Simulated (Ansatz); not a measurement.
## Quasi-harmonic thermodynamics of BP (F-43m)

How much does BP expand with temperature?

What experiment has found for this phase:
- volume expansion coefficient 9.6 1e-6/K near room temperature (given in “Thermal expansion coefficients of high thermal conducting BAs and BP materials (three times its linear coefficient)”, 2019, arxiv:1906.04101)

Program: Ansatz 0.2.0. Level of theory: DFT RPBE, scalar-relativistic, plane waves, PAW. Results are calculated unless marked as measured.

### Step 1. The starting structure

The structure is cubic, space group F-43m (No. 216). Conventional cell: a = 4.538 Å, b = 4.538 Å, c = 4.538 Å, α = 90.00°, β = 90.00°, γ = 90.00°. Nearest to B lie 4 P at 1.97 Å. Nearest to P lie 4 B at 1.97 Å. Farther neighbours are not listed.

Coordinates:

```cif
data_structure
_symmetry_space_group_name_H-M 'F-43m'
_symmetry_Int_Tables_number 216
_cell_length_a 4.5380
_cell_length_b 4.5380
_cell_length_c 4.5380
_cell_angle_alpha 90.000
_cell_angle_beta 90.000
_cell_angle_gamma 90.000
_cell_volume 93.45
loop_
_atom_site_label
_atom_site_type_symbol
_atom_site_symmetry_multiplicity
_atom_site_Wyckoff_symbol
_atom_site_fract_x
_atom_site_fract_y
_atom_site_fract_z
_atom_site_occupancy
B1 B 4 a 0.00000 0.00000 0.00000 1
P1 P 4 d 0.25000 0.25000 0.75000 1
```

### Step 2. A first coarse run

A cheap single point shows whether the cell is a metal or an insulator and how far it is from rest; that sets the k-mesh and the occupations of what follows.

input.yaml reads:

```yaml
crystal:
  lattice:
    - [0.0, 2.269, 2.269]
    - [2.269, 0.0, 2.269]
    - [2.269, 2.269, 0.0]
  atoms:
    - { symbol: B, position: [0.0, 0.0, 0.0] }
    - { symbol: P, position: [0.25, 0.25, 0.25] }
kpoints:
  mp_grid: { grid: [6, 6, 6] }
hamiltonian:
  xc: rpbe
scf:
  occupations: { method: gaussian, width: 0.1 }
output:
  forces: true
  stress: true
  eigenvalues: true
```

Run with:

```console
$ ansatz run input.yaml --threads 4 --pin off --max-ram 8192MiB --backend cpu --events-out ev --progress --plain --runs-dir out
```

Numbers of over 12 decimals in the logs are rounded to 6 here.

What it wrote:

```text
Engine: ansatz 0.2.0, aarch64-unknown-linux-gnu
Pseudopotentials: kind: paw
Pseudopotential: B, paw, valence charge 3, recommended cutoff 420 eV (normal), B.paw.azcp
Pseudopotential: P, paw, valence charge 5, recommended cutoff 420 eV (normal), P.paw.azcp
Functional definition: RPBE
  parameter kappa = 0.804
  parameter beta = 0.066725
  exchange = rpbe_x(kappa = kappa, mu = beta*pi^2/3)
  correlation = pbe_c(beta = beta)
Crystal: 2 atoms, lattice volume = 23.363 Å³
Basis set: ecut = 420 eV, 459 PW (Γ), exchange–correlation on 48×48×48 points (8 copies of the dense FFT grid, shifted against one another)
Bands: 8, of which v1, the nominal top of the filled ones, is band 4 counted from 1 (3 counted from 0)
Symmetry: 24 space group operations
Space group: F-43m (ITA 216), of the structure as read, at distance tolerance 2.9e-5 Å
k-points: 16 of 216 (time reversal used)
Non-local potential: B, projectors of the file, l = 0: 2, l = 1: 2, l = 2: 1
Non-local potential: P, projectors of the file, l = 0: 2, l = 1: 2, l = 2: 2
PAW form: soft (Blöchl's): semilocal exchange-correlation on the pseudo side does not see the compensation charge
PAW frozen core: B, regenerated for the run's functional, and the local potential with it (the file was generated under x = pbe(κ = 0.804, μ = 0.219515), c = pbe(β = 0.066725))
PAW frozen core: P, regenerated for the run's functional, and the local potential with it (the file was generated under x = pbe(κ = 0.804, μ = 0.219515), c = pbe(β = 0.066725))
PAW one-centre angular grid: B, 110 points (default); XC on 64 Gauss nodes
PAW one-centre angular grid: P, 110 points (default); XC on 64 Gauss nodes
Initial density: superposition of atomic densities (neutral atoms: chi_scale 0, normalization atom), corrected by the library's trained network
Initial wavefunctions: pseudopotential atomic-orbital guess
Functional: x = rpbe, c = pbe(β = 0.066725)
SCF iter   1: F=—  HF=-916.732341 eV  |F-HF|=—  |Δ(HF+E_count)|=         —  Δρ=2.60e-3  dr2=8.94e-4  ethr=1.77e-3  ⟨swp⟩=6.1  Hψ=1153  notcnv=0
preconditioner: auto → none  [insulator: Δε(μ)=1.332 eV  Ē_g=12.845 eV  σ=0.100 eV  W_gap=1.00  n_scr=0 (ndim 8)  ℏωp=21.7 eV  f_vac=0.000  D(μ)=0.00/eV (n_scr^D=0)  ε∞_Penn≈3.9]
SCF iter   2: F=—  HF=-916.732366 eV  |F-HF|=—  |Δ(HF+E_count)|=   2.57e-5  Δρ=1.29e-3  dr2=2.55e-4  ethr=1.12e-5  ⟨swp⟩=2.6  Hψ=307  notcnv=0
SCF iter   3: F=—  HF=-916.732362 eV  |F-HF|=—  |Δ(HF+E_count)|=   4.53e-6  Δρ=5.27e-4  dr2=2.91e-5  ethr=3.19e-6  ⟨swp⟩=2.2  Hψ=194  notcnv=0
SCF iter   4: F=—  HF=-916.732384 eV  |F-HF|=—  |Δ(HF+E_count)|=   2.21e-5  Δρ=1.13e-4  dr2=3.11e-6  ethr=3.63e-7  ⟨swp⟩=2.8  Hψ=200  notcnv=0
SCF iter   5: F=—  HF=-916.732385 eV  |F-HF|=—  |Δ(HF+E_count)|=   6.10e-7  Δρ=2.53e-5  dr2=1.93e-7  ethr=3.89e-8  ⟨swp⟩=2.0  Hψ=186  notcnv=0
SCF iter   6: F=-916.732385 eV  HF=-916.732385 eV  |F-HF|=7.71e-10  |Δ(HF+E_count)|=   2.63e-8  Δρ=2.92e-6  dr2=2.39e-9  ethr=1.25e-9  ⟨swp⟩=5.6  Hψ=652  notcnv=0
SCF 1 converged in 6 iterations: F = -916.732385 eV  dr2 = 2.39e-9
  greatest PAW one-centre occupation: 0.774 electrons in one spin orbital (limit 2), on the P atom at site 1 (counted from 0), in its partial waves of l = 0
SCF converged after 6 iterations
Free energy (F): -916.732385 eV
Harris-Foulkes:  -916.732385 eV  (|F-HF|=7.71e-10)
Internal energy: -916.732385 eV  (E = F + TS)
E sigma→0 (E₀):  -916.732385 eV
Fermi energy:    10.038828 eV
--- Per-component energies (eV) ---
  E_band       = 22.889681
  E_kinetic    = 121.653329
  E_local      = -66.868959  (includes V_loc(G=0)·N_el)
  E_nonlocal   = 44.001853
  E_hartree    = 17.074540
  E_xc         = -94.976442
  E_vxc        = -100.530579  (∫ρ·V_xc dr)
  E_paw        = -652.084063  (= ΣΔE_a)
  E_vpaw       = -9.514937  (= ΣTr[D̂ρ^β])
  E_aug_tail   = 0.000001  (compensation charges beyond the density's cutoff)
  E_ewald      = -285.491518
  E_core_change = -0.041125  (= ΣΔE_core)
  E_smearing   = -0.000000  (= −TS)
  E_closure    = -0.000000  (closes the sum)
  Σ components = -916.732385   (vs F -916.732385, Δ=0.00e0)
--- Forces (eV/Å), atoms counted from 1 ---
  atom   1  B      0.00000000    -0.00000000    -0.00000000
  atom   2  P     -0.00000000    -0.00000000    -0.00000000
  max |Σ_I F_I| component: 2.96e-16 eV/Å
--- Stress (GPa, compression-positive) ---
        4.098135      -0.000000      -0.000000
        0.000000       4.098135       0.000000
       -0.000000       0.000000       4.098135
  P = ⅓ Tr σ = 4.0981 GPa (40.981 kbar)
--- Band table (eV; the first three rows and the last of 16) ---
  k-point 0: bands = ["-6.1157", "9.3659", "9.3659", "9.3659", "12.7678", "12.7678", "12.7678", "16.7783"]
  k-point 1: bands = ["-5.6179", "6.5224", "8.6983", "8.6983", "13.4020", "13.6743", "13.6743", "18.0764"]
  k-point 2: bands = ["-4.2005", "2.6226", "7.8919", "7.8919", "13.2800", "14.2236", "14.2236", "19.5585"]
  k-point 15: bands = ["-1.0470", "1.0950", "4.0618", "4.1910", "13.2128", "13.8522", "18.4874", "19.1756"]
```

The job ended after 0.32 s (4 threads of Arm Neoverse V1, shared host; peak memory 0.25 GiB).

A gap read on the k-mesh alone can miss the band edges.

Numbers from this step:

```yaml
pressure: 4.098 GPa
gap_on_the_k_mesh: 1.346 eV
volume_per_atom: 11.68 Å³
```

The start is under 4.1 GPa at this level and looks like an insulator or semiconductor on this mesh.

### Step 3. Relaxation

The vibrations must be taken about the equilibrium of this functional, not about the starting cell, so the structure is relaxed.

input.yaml, the sections that differ from step 2:

```yaml
kpoints:
  mp_grid: { grid: [10, 10, 10] }
scf:
  occupations: { method: gaussian, width: 0.02 }
output:
  forces: true
  stress: true
  eigenvalues: true
  write_density: true
  write_potential: true
  elf: true
  volumetric_format: npy
relax:
  adjacent_minimum: "off"
  f_tol: 0.005
  max_steps: 80
  cell: { stress_tol: 0.05 }
# crystal, hamiltonian: as in step 2
```

What it wrote:

```text
[...]
Crystal: 2 atoms, lattice volume = 23.363 Å³
Basis set: ecut = 420 eV, 459 PW (Γ), exchange–correlation on 48×48×48 points (8 copies of the dense FFT grid, shifted against one another)
Bands: 8, of which v1, the nominal top of the filled ones, is band 4 counted from 1 (3 counted from 0)
Symmetry: 24 space group operations
[...]
k-points: 47 of 1000 (time reversal used)
[...]
SCF iter   1: F=—  HF=-916.749425 eV  |F-HF|=—  |Δ(HF+E_count)|=         —  Δρ=2.74e-3  dr2=1.12e-3  ethr=1.77e-3  ⟨swp⟩=6.2  Hψ=3520  notcnv=0
[...]
SCF iter   6: F=-916.749311 eV  HF=-916.749311 eV  |F-HF|=2.63e-9  |Δ(HF+E_count)|=   5.39e-8  Δρ=3.94e-6  dr2=4.69e-9  ethr=1.25e-9  ⟨swp⟩=9.2  Hψ=2601  notcnv=0
SCF 1 converged in 6 iterations: F = -916.749311 eV  dr2 = 4.69e-9
[...]
relax step   1: F+E_penalty+E_count = -916.74931084 eV  Δ(F+E_penalty+E_count) = +0.000e0 eV  max|allowed force component| = 3.238e-16 eV/Å  Δτ_max = 0.0000 Å  P = +3.965 GPa  Ω = 23.363 Å³  (6 SCF iters, dr2 threshold 1.00e-7 eV, accepted)
Crystal: 2 atoms, lattice volume = 23.675 Å³
[...]
iter 1 solved again at ethr=1.94e-5 eV; its pass at ethr=3.10e-3 eV (dr2=1.55e-3 eV) is discarded
[...]
SCF iter   4: F=-916.754621 eV  HF=-916.754620 eV  |F-HF|=3.03e-7  |Δ(HF+E_count)|=   2.18e-6  Δρ=3.32e-5  dr2=1.57e-7  ethr=2.50e-9  ⟨swp⟩=8.7  Hψ=3014  notcnv=0
SCF 2 converged in 4 iterations: F = -916.754621 eV  dr2 = 1.57e-7
[...]
relax step   2: F+E_penalty+E_count = -916.75462059 eV  Δ(F+E_penalty+E_count) = -5.310e-3 eV  max|allowed force component| = 7.864e-17 eV/Å  Δτ_max = 0.0000 Å  P = +1.747 GPa  Ω = 23.675 Å³  energy of the carried Pulay correction = -2.244e-4 eV  (4 SCF iters, dr2 threshold 2.00e-7 eV, accepted)
Crystal: 2 atoms, lattice volume = 23.926 Å³
[...]
SCF iter   4: F=-916.755852 eV  HF=-916.755851 eV  |F-HF|=2.36e-7  |Δ(HF+E_count)|=   2.14e-6  Δρ=2.80e-5  dr2=1.14e-7  ethr=2.50e-9  ⟨swp⟩=8.9  Hψ=3039  notcnv=0
SCF 3 converged in 4 iterations: F = -916.755852 eV  dr2 = 1.14e-7
relax step   3: F+E_penalty+E_count = -916.75585167 eV  Δ(F+E_penalty+E_count) = -1.231e-3 eV  max|allowed force component| = 7.633e-17 eV/Å  Δτ_max = 0.0000 Å  P = +0.058 GPa  Ω = 23.926 Å³  energy of the carried Pulay correction = -4.033e-4 eV  (4 SCF iters, dr2 threshold 2.00e-7 eV, accepted)
[...]
relax step   4: F+E_penalty+E_count = -916.75584726 eV  Δ(F+E_penalty+E_count) = +4.406e-6 eV  max|allowed force component| = 1.492e-16 eV/Å  Δτ_max = 0.0000 Å  P = +0.003 GPa  Ω = 23.935 Å³  energy of the carried Pulay correction = -4.095e-4 eV  (4 SCF iters, dr2 threshold 8.54e-9 eV, accepted)
[...]
SCF iter   1: F=—  HF=-916.756286 eV  |F-HF|=—  |Δ(HF+E_count)|=         —  Δρ=4.59e-5  dr2=5.23e-8  ethr=1.04e-6  ⟨swp⟩=2.7  Hψ=4574  notcnv=0
eigensolver tolerance schedule: the retry pair's looser diagonalisation over-reported the residual by 1589.50 of it (diagonalisation noise at 1.14 of the residual, at the tolerance the schedule requests for it); recorded, not acted on — ethr = c·dr2/N_el stays at c = 1.0e-1
SCF iter   2: F=—  HF=-916.756287 eV  |F-HF|=—  |Δ(HF+E_count)|=   9.03e-7  Δρ=2.38e-5  dr2=1.42e-8  ethr=6.53e-10  ⟨swp⟩=2.5  Hψ=608  notcnv=0
[...]
SCF iter   4: F=-916.756287 eV  HF=-916.756287 eV  |F-HF|=1.94e-11  |Δ(HF+E_count)|=   1.80e-9  Δρ=3.29e-7  dr2=1.26e-11  ethr=1.00e-12  ⟨swp⟩=5.8  Hψ=2314  notcnv=0
SCF 5 converged in 4 iterations: F = -916.756287 eV  dr2 = 1.26e-11
relax step   5: F+E_penalty+E_count = -916.75628696 eV  Δ(F+E_penalty+E_count) = -4.397e-4 eV  max|allowed force component| = 1.168e-16 eV/Å  Δτ_max = 0.0000 Å  P = +0.027 GPa  Ω = 23.935 Å³  stress off target by 2.71e-2 GPa  SCF on the basis re-selected at this cell (its energy is not comparable with the rows above)  (4 SCF iters)
basis re-selected at this cell: Δ(F+E_penalty+E_count) = -4.397e-4 eV, ΔP = +0.024 GPa vs the last step (what re-selecting the basis moved, of the pressure what is left beyond the Pulay correction that the steps carried, after the strain that the cell walked since its last selection, with what the two solves' SCF thresholds leave and, on support functions, any second-order correction that the steps lacked; it is no m [...]
SCF converged after 4 iterations
Free energy (F): -916.756287 eV
[...]
Internal energy: -916.756287 eV  (E = F + TS)
E sigma→0 (E₀):  -916.756287 eV
Fermi energy:    9.682459 eV
[...]
--- Stress (GPa, compression-positive) ---
        0.027065       0.000000       0.000000
        0.000000       0.027065       0.000000
        0.000000       0.000000       0.027065
  P = ⅓ Tr σ = 0.0271 GPa (0.271 kbar)
--- Band table (eV; the first three rows and the last of 47) ---
[...]
--- Relaxed structure (4 steps of the walk, 4 accepted, 1 SCFs on fresh bases) ---
  F+E_penalty+E_count = -916.75628696 eV   max|allowed force component| = 1.168e-16 eV/Å   (the final SCF, on the basis selected at the relaxed cell)
  cell:  # Å, volume = 23.9350 Å³
    - [0, 2.287360, 2.287360]
    - [2.287360, 0, 2.287360]
    - [2.287360, 2.287360, 0]
  atoms:
    - { symbol: B, position: [0, 0, 0] }
    - { symbol: P, position: [0.25, 0.25, 0.25] }
```

It took 2.3 s on 4 threads; peak memory 0.29 GiB; 7.9 s of CPU time.

Step by step:

```csv
step,energy less that of the first step (eV),largest force component (eV/Å),pressure (GPa),volume (Å³)
1,0.0000,0.0000,3.96,23.36
2,-0.0053,0.0000,1.75,23.67
3,-0.0065,0.0000,0.06,23.93
4,-0.0065,0.0000,0.00,23.94
5*,-0.0070,0.0000,0.03,23.94
```

Relaxation steps marked * repeat the geometry before them on a plane-wave basis chosen anew for their cell, so energy and pressure can jump there.

The run keeps the 24 symmetry operations that it works with, so distortions that break them were not tested.

```csv
"conventional cell, symmetrised",before,after,change
a (Å),4.538,4.575,+0.8 %
b (Å),4.538,4.575,+0.8 %
c (Å),4.538,4.575,+0.8 %
volume (Å³/atom),11.68,11.97,+2.4 %
```

Final coordinates:

```cif
data_structure
_symmetry_space_group_name_H-M 'P 1'
_symmetry_Int_Tables_number 1
_cell_length_a 3.2348
_cell_length_b 3.2348
_cell_length_c 3.2348
_cell_angle_alpha 60.000
_cell_angle_beta 60.000
_cell_angle_gamma 60.000
_cell_volume 23.93
loop_
_atom_site_label
_atom_site_type_symbol
_atom_site_fract_x
_atom_site_fract_y
_atom_site_fract_z
_atom_site_occupancy
B1 B 0.00000 0.00000 0.00000 1
P2 P 0.25000 0.25000 0.25000 1
```

This step gave:

```yaml
pressure: 0.02706 GPa
gap_on_the_k_mesh: 1.301 eV
volume_per_atom: 11.97 Å³
```

ELF in the ac plane of a cell with a along [110], b along [-110] and c along [001] of the cube at fractional y = 0.500, with atoms of B and P within 0.2 Å of it. It is the smooth field of the valence electrons, not physical close to the nuclei.

Values, 7 rows by 16 columns, each cell a mean:
```
0.18 0.11 0.06 0.05 0.06 0.05 0.08 0.16 0.18 0.11 0.06 0.05 0.06 0.05 0.08 0.16
0.02 0.05 0.17 0.33 0.37 0.24 0.08 0.03 0.02 0.05 0.17 0.33 0.37 0.24 0.08 0.03
0.11 0.23 0.40 0.43 0.43 0.43 0.30 0.14 0.11 0.23 0.40 0.43 0.43 0.43 0.30 0.14
0.60 0.75 0.70 0.24 0.10 0.54 0.77 0.66 0.60 0.75 0.70 0.24 0.10 0.54 0.77 0.66
0.32 0.80 0.91 0.70 0.59 0.86 0.90 0.50 0.32 0.80 0.91 0.70 0.59 0.86 0.90 0.50
0.11 0.40 0.62 0.40 0.31 0.55 0.56 0.17 0.11 0.40 0.62 0.40 0.31 0.55 0.56 0.17
0.62 0.51 0.26 0.07 0.05 0.16 0.42 0.60 0.62 0.51 0.26 0.07 0.05 0.16 0.42 0.60
```
Columns run along a (6.5 Å), rows up along c (4.6 Å), edges of the conventional cell, whose origin can differ from the input's. Atoms in or near the plane, at fractional coordinates: B at (0.75, 0.50), B at (0.25, 0.50), P at (0.50, 0.25), P at (0.00, 0.25).

Electrostatic potential energy in the ac plane of a cell with a along [110], b along [-110] and c along [001] of the cube at fractional y = 0.500, with atoms of B and P within 0.2 Å of it. With pseudopotentials it is smooth inside the atoms' cores, unlike the true potential.

Values in eV, 7 rows by 16 columns, each cell a mean:
```
 11  11  11  11  11  11  11  11  11  11  11  11  11  11  11  11
 12  12  11  10  10  11  12  12  12  12  11  10  10  11  12  12
 12  10   4 -12 -17  -2   9  11  12  10   4 -12 -17  -2   9  11
  3   5  -6 -41 -50 -20   4   4   3   5  -6 -41 -50 -20   4   4
-46 -25   0  -2  -5   1 -12 -41 -46 -25   0  -2  -5   1 -12 -41
-55 -35   0   9  10   6 -19 -50 -55 -35   0   9  10   6 -19 -50
 -6   2   8  11  11  10   5  -3  -6   2   8  11  11  10   5  -3
```
Columns run along a (6.5 Å; values clipped at the 3rd and 97th percentile), rows up along c (4.6 Å), edges of the conventional cell, whose origin can differ from the input's. Atoms in or near the plane, at fractional coordinates: B at (0.75, 0.50), B at (0.25, 0.50), P at (0.50, 0.25), P at (0.00, 0.25).

Valence density in the ac plane of a cell with a along [110], b along [-110] and c along [001] of the cube at fractional y = 0.500, with atoms of B and P within 0.2 Å of it. It is the smooth field of the valence electrons, not physical close to the nuclei.

Ten even steps from '0' (0.04 e/Å³) to '9' (0.90 e/Å³), each cell a mean:
```
100000001100000001
000000000000000000
000111000000111000
001343200001343200
012566310012566310
235645632235645632
678867876678867876
599767897599767897
167534683167534683
255211353255211353
653100246653100246
421000023421000023
```
Columns run along a (6.5 Å), rows up along c (4.6 Å), edges of the conventional cell, whose origin can differ from the input's. Atoms in or near the plane, at fractional coordinates: B at (0.75, 0.50), B at (0.25, 0.50), P at (0.50, 0.25), P at (0.00, 0.25).

The relaxation ends with a pressure of 0.03 GPa.

### Step 4. Tight relaxation

The relaxation is repeated with tighter thresholds on force and stress, since phonons are sensitive to what is left; a change of mesh or smearing in the input moves the cell too.

input.yaml reads:

```yaml
crystal:
  lattice:
    - [0.0, 2.2873596993, 2.2873596993]
    - [2.2873596993, 0.0, 2.2873596993]
    - [2.2873596993, 2.2873596993, 0.0]
  atoms:
    - { symbol: B, position: [0.0, 0.0, 0.0] }
    - { symbol: P, position: [0.25, 0.25, 0.25] }
kpoints:
  mp_grid: { grid: [12, 12, 12] }
hamiltonian:
  xc: rpbe
scf:
  occupations: { method: fixed }
output:
  forces: true
  stress: true
  eigenvalues: true
relax:
  adjacent_minimum: "off"
  f_tol: 0.001
  max_steps: 60
  cell: { stress_tol: 0.01 }
```

What it wrote:

```text
[...]
Crystal: 2 atoms, lattice volume = 23.935 Å³
Basis set: ecut = 420 eV, 459 PW (Γ), exchange–correlation on 48×48×48 points (8 copies of the dense FFT grid, shifted against one another)
Bands: 8, of which v1, the nominal top of the filled ones, is band 4 counted from 1 (3 counted from 0)
Symmetry: 24 space group operations
[...]
k-points: 72 of 1728 (time reversal used)
[...]
0.000000       0.000000      -0.000217
  P = ⅓ Tr σ = -0.0002 GPa (-0.002 kbar)
--- Band table (eV; the first three rows and the last of 72) ---
[...]
--- Relaxed structure (3 steps of the walk, 3 accepted, 1 SCFs on fresh bases) ---
[...]
cell:  # Å, volume = 23.9389 Å³
    - [0, 2.287485, 2.287485]
    - [2.287485, 0, 2.287485]
    - [2.287485, 2.287485, 0]
  atoms:
    - { symbol: B, position: [0, 0, 0] }
    - { symbol: P, position: [0.25, 0.25, 0.25] }
[key lines of the parts left out:]
SCF converged after 5 iterations
Free energy (F): -916.756534 eV
Fermi energy:    9.029533 eV
```

It took 2.3 s on 4 threads; peak memory 0.3 GiB.

Little changed from the start: no atom moved by 0.005 Å and no cell edge by 0.1 %.

Numbers from this step:

```yaml
pressure: -2.17e-4 GPa
gap_on_the_k_mesh: 1.299 eV
```

The residual pressure is -2.2e-4 GPa, small enough for phonons.

(Continued in part 2 of 2.)

[Logs are printed without paths, hosts, clocks, repeated set-up lines and the standing remarks that a program may print on its own settings, such as how far it seeks lower states.]

[Hosts, paths, dates, database ids (printed as entryN), source tags and the programs' standing remarks are cut or masked in the printed files.]

[A step with changed settings may run another functional than the one named; its input shows which.]
